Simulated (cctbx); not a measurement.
# Interatomic vectors of TbFe2C2

Space group I4/mmm (no. 139), a = 3.6710 Å, b = 3.6710 Å, c = 9.9420 Å, α = 90.00°, β = 90.00°, γ = 90.00°, content Tb2 Fe4 C4.

Simulated single-crystal data (cctbx): Cu Kα, λ = 1.54184 Å, to d = 0.83 Å, 50 % of the full sphere, strongest reflection 20000 counts, noise from counting, a 3 % proportional error and a noise floor of 4 counts (s.d.); no absorption.

Patterson synthesis, origin scaled to 1000:

```text
Patterson group I 4/m m m
      u       v       w   height  length (A)
  0.000   0.000   0.000   1000.0     0.00
  0.000   0.500   0.250    572.5     3.09
  0.000   0.000   0.500    199.1     4.97
  0.000   0.000   0.370    104.2     3.68
  0.000   0.500   0.123     45.6     2.20
  0.115   0.115   0.110     26.1     1.25
  0.111   0.389   0.146     25.7     2.08
  0.000   0.289   0.065     16.6     1.24
  0.000   0.197   0.305     15.5     3.12
  0.000   0.329   0.430      8.6     4.44
  0.000   0.204   0.182      5.9     1.96
  0.242   0.242   0.000      4.4     1.26
  0.250   0.250   0.250      1.9     2.80
```

**Question.** Which atom pairs make the peaks, and where is the heaviest atom?

A peak at u stands for all pairs with xi − xj = u, with weight Σ ZiZj against Σ Z² = 11298 at the origin. Peak heights follow these weights only roughly, since form factors, motion and series ripples differ, all vectors within 0.55 Å of a peak are counted as merged into it though the farther ones add only part of their weight, and F(000) is left out, which lowers the whole map:

| u | v | w | shortest length (Å) | height | 1000 ΣZiZj/ΣZ² | pairs in the cell |
| --- | --- | --- | --- | --- | --- | --- |
| 0.000 | 0.500 | 0.250 | 3.09 | 572 | 598 | 4 × Tb–Fe |
| 0.000 | 0.000 | 0.500 | 2.60 | 199 | 239 | 4 × Fe–Fe |
| 0.000 | 0.000 | 0.370 | 2.90 | 104 | 138 | 4 × Tb–C |
| 0.000 | 0.500 | 0.123 | 2.21 | 46 | 55 | 4 × Fe–C |

The table stops at ten peaks or at a height of 45, below which ripples compete. In the model behind the data Tb, the heaviest element, has 1 independent site: (0, 0, 0), up to an allowed shift of origin. No listed peak is a Tb–Tb vector, so the position follows from the cell content and the cross vectors. The whole model:

| atom | mult. | x | y | z | Ueq (Å²) |
| --- | --- | --- | --- | --- | --- |
| Tb1 | 2 | 0 | 0 | 0 | 0.0037 |
| Fe1 | 4 | 1/2 | 0 | 1/4 | 0.0066 |
| C1 | 4 | 1/2 | 1/2 | 0.1298 | 0.0100 |

This is a model crystal, built by substitution and not relaxed, with assumed displacement parameters.

[Logs are printed without paths, hosts, clocks, repeated set-up lines and the standing remarks that a program may print on its own settings, such as how far it seeks lower states.]
